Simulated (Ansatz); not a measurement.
# Lattice dynamics of Hf2NO2 monolayer, part 3 of 3

Aim: the vibrations of Hf2NO2 monolayer, their spectra, and whether the structure is stable.

Ansatz 0.2.0; DFT PBEsol, scalar-relativistic, plane waves, PAW.

So far. Step 4 (Tight relaxation): The largest force component left is 0.39 meV/Å, within the tolerances set. Step 5 (Linear response at the zone centre): Before it was imposed, the acoustic sum rule was missed by 4.8e-5 eV/Å². Small misses are needed for a sound result but don't prove that mesh and cutoff are converged. The lowest optical mode is real, 66.7 cm⁻¹.

## (6) Response at finite wavevector (continued)

The partial phonon density of states has structure finer than the step of the table below, so its rows give means over 25 cm⁻¹, whole bins alone (the curve runs from -162 to 626 cm⁻¹). Peaks (cm⁻¹: height): Hf -97.3: 0.0106, 86.1: 0.0541, 130.7: 0.0437, 155.5: 0.0425; N 482.6: 0.0293, 576.8: 0.0555; O 358.7: 0.0244, 403.3: 0.0437, 482.6: 0.0443, 576.8: 0.00617.

Phonopy on the run's constants, 21x21x1 mesh, Gaussian sigma 5.6 cm-1. Interpolated from a 4×4×1 q mesh. Table of partial phonon density of states by wavenumber; means over each step; values in 1/cm⁻¹/cell:

```csv
wavenumber (cm⁻¹),Hf,N,O
-125,0.00552,1.7e-4,4.7e-4
-100,0.00746,2.2e-4,4.8e-4
-75,0.00304,7.8e-5,1.6e-4
-50,0.00441,5.0e-5,1.5e-4
-25,0.00185,2.2e-5,7.1e-5
0,0.00118,3.8e-5,8.6e-5
25,0.00628,1.9e-4,4.4e-4
50,0.0107,2.5e-4,6.8e-4
75,0.0362,4.3e-4,8.9e-4
100,0.0358,3.0e-4,7.9e-4
125,0.0390,1.9e-4,0.00107
150,0.0387,2.8e-4,0.00243
175,0.0314,4.9e-5,0.00247
200,0.00228,2.6e-6,1.7e-4
225,0,0,0
250,0,0,0
275,0,0,3.7e-6
300,2.1e-5,9.9e-6,0.00237
325,3.3e-4,0.00120,0.0110
350,0.00104,0.00425,0.0207
375,0.00138,0.00559,0.0215
400,0.00204,0.0127,0.0394
425,0.00177,0.0109,0.0360
450,0.00165,0.0107,0.0310
475,0.00248,0.0231,0.0367
500,0.00144,0.0128,0.0217
525,4.3e-4,4.3e-4,0.00503
550,1.7e-5,3.6e-4,2.8e-4
575,3.1e-4,0.0314,0.00344
600,1.3e-4,0.00401,2.8e-4
```

Symmetry leaves 4 wavevectors to solve. The lowest mode among them, the acoustic zeros apart, lies at q = (0.25, 0.25, 0) and is imaginary, 133.4i cm⁻¹, so the energy falls along it. Between them the interpolated path dips to 154i cm⁻¹.

## (7) Isotope substitution, element Hf, natural mass 178.486 amu

An isotope changes the mass and not the force constants, so no new electronic calculation is needed; the shifts show which modes move this element.

The same force constants with the mass of Hf changed from 178.486 to 173.940 u (phonopy, no LO-TO term). Both lists are sorted by frequency; levels can cross, so a row need not hold one and the same mode. Modes under 3 cm⁻¹ are left out. Isotope shifts, by row, the first 40 of 57 rows:

```csv
q,rank,natural mass (cm⁻¹),changed mass (cm⁻¹)
0 0 0,4,66.74,67.6
0 0 0,5,66.74,67.6
0 0 0,6,175.4,177.5
0 0 0,7,302.2,302.2
0 0 0,8,302.2,302.2
0 0 0,9,378.8,379.4
0 0 0,10,378.8,379.4
0 0 0,11,505.1,505.1
0 0 0,12,505.1,505.1
0 0 0,13,528.3,528.9
0 0 0,14,536.2,536.6
0 0 0,15,598.4,598.9
0 0.25 0,1,-80.93,-81.89
0 0.25 0,2,72.46,73.33
0 0.25 0,3,81.47,82.48
0 0.25 0,4,101.8,103.1
0 0.25 0,5,132.7,134.3
0 0.25 0,6,145.6,147.3
0 0.25 0,7,336.5,336.8
0 0.25 0,8,357.3,357.4
0 0.25 0,9,386,386.2
0 0.25 0,10,400.7,401
0 0.25 0,11,414.4,414.5
0 0.25 0,12,475.3,475.3
0 0.25 0,13,481.8,482.3
0 0.25 0,14,491,491.4
0 0.25 0,15,575.9,576
0 -0.5 0,1,88.4,89.55
0 -0.5 0,2,113.8,115.2
0 -0.5 0,3,118.6,120.1
0 -0.5 0,4,134.9,136.6
0 -0.5 0,5,176.5,178.6
0 -0.5 0,6,181.5,183.7
0 -0.5 0,7,339.9,340.1
0 -0.5 0,8,403.6,403.6
0 -0.5 0,9,407.5,407.6
0 -0.5 0,10,436.6,436.6
0 -0.5 0,11,453.4,453.9
0 -0.5 0,12,471,471.4
0 -0.5 0,13,486.8,486.8
```

A mode of this element alone would shift by +1.30 %. The highest zone-centre frequency without the field goes from 598.4 to 598.9 cm⁻¹ (+0.1 %). The product of the frequency ratios over all optical modes at Γ is 1.044; the product rule, (m/m′)^(3k/2) (M′/M)^(3/2) with k = 2 such atoms and M the mass of the cell, gives 1.044.

## (8) Another isotope, element N, natural mass 14.007 amu

The same for N, from 14.01 to 15.00 u.

A mode of this element alone would shift by -3.37 %. The highest zone-centre frequency without the field goes from 598.4 to 580.8 cm⁻¹ (-3.0 %). The product of the frequency ratios over all optical modes at Γ is 0.906; the product rule, (m/m′)^(3k/2) (M′/M)^(3/2) with k = 1 such atoms and M the mass of the cell, gives 0.906.

## (9) Another isotope, element O, natural mass 15.999 amu

The same for O, from 16.00 to 18.00 u.

The same force constants with the mass of O changed from 15.999 to 17.999 u (phonopy, no LO-TO term). Both lists are sorted by frequency; levels can cross, so a row need not hold one and the same mode. Modes under 3 cm⁻¹ are left out. Isotope shifts, by row, the first 40 of 57 rows:

```csv
q,rank,natural mass (cm⁻¹),changed mass (cm⁻¹)
0 0 0,4,66.74,66.72
0 0 0,5,66.74,66.72
0 0 0,6,175.4,174.4
0 0 0,7,302.2,285
0 0 0,8,302.2,285
0 0 0,9,378.8,362.5
0 0 0,10,378.8,362.5
0 0 0,11,505.1,500.1
0 0 0,12,505.1,500.1
0 0 0,13,528.3,500.9
0 0 0,14,536.2,508.8
0 0 0,15,598.4,597.5
0 0.25 0,1,-80.93,-80.66
0 0.25 0,2,72.46,72.22
0 0.25 0,3,81.47,81.26
0 0.25 0,4,101.8,101.7
0 0.25 0,5,132.7,132.3
0 0.25 0,6,145.6,145
0 0.25 0,7,336.5,320.8
0 0.25 0,8,357.3,337.4
0 0.25 0,9,386,366.4
0 0.25 0,10,400.7,381.9
0 0.25 0,11,414.4,406.9
0 0.25 0,12,475.3,459.2
0 0.25 0,13,481.8,467.1
0 0.25 0,14,491,471.2
0 0.25 0,15,575.9,572.8
0 -0.5 0,1,88.4,88.39
0 -0.5 0,2,113.8,113.7
0 -0.5 0,3,118.6,118.5
0 -0.5 0,4,134.9,134.7
0 -0.5 0,5,176.5,175.5
0 -0.5 0,6,181.5,180.8
0 -0.5 0,7,339.9,330.2
0 -0.5 0,8,403.6,380.6
0 -0.5 0,9,407.5,387.7
0 -0.5 0,10,436.6,412
0 -0.5 0,11,453.4,429.9
0 -0.5 0,12,471,445.8
0 -0.5 0,13,486.8,483
```

A mode of this element alone would shift by -5.72 %. The highest zone-centre frequency without the field goes from 598.4 to 597.5 cm⁻¹ (-0.2 %). The product of the frequency ratios over all optical modes at Γ is 0.713; the product rule, (m/m′)^(3k/2) (M′/M)^(3/2) with k = 2 such atoms and M the mass of the cell, gives 0.713.

## (10) Summary of results

| Item | Value |
| --- | --- |
| space group after relaxation (within 0.01 Å) | P-3m1 |
| area per atom | 1.77 Å² |
| electronic character | no gap on this mesh |
| highest optical mode at the zone centre (no LO-TO term) | 598 cm⁻¹ |
| lowest optical zone-centre mode | 66.7 cm⁻¹ |
| lowest mode on the q mesh (acoustic modes at Γ apart) | -133 cm⁻¹ |
| highest frequency on the path or at a solved wavevector | 598 cm⁻¹ |
| imaginary modes on the 4×4×1 q mesh | yes |

Modes are clearly imaginary (beyond 10i cm⁻¹) at 2 of the 4 irreducible wavevectors, most at q = (0.25, 0.25, 0) (133.4i cm⁻¹), so this structure is not a minimum of the energy. The optical modes at Γ span 67 to 598 cm⁻¹. The highest mode in this list at Γ, 598.4 cm⁻¹, is mostly motion of N (90 % of the kinetic energy). With no gap, or one that is small against the smearing, the frequencies hang on the k mesh and the smearing, most of all near Kohn anomalies. The phonon runs are without spin polarisation, although the cell has an odd electron count. In a sheet or slab the interpolated bending branch near Γ is rough, since the rotational sum rule isn't imposed. Spin-orbit coupling is left out, which can matter for the heavy elements here. The starting cell was built on a prototype and not taken from a measurement. These are harmonic frequencies at zero temperature: anharmonic shifts, linewidths and thermal expansion are left out.

[Logs are printed without paths, hosts, clocks, repeated set-up lines and the standing remarks that a program may print on its own settings, such as how far it seeks lower states.]

[Hosts, paths, dates, database ids (printed as entryN), source tags and the programs' standing remarks are cut or masked in the printed files.]
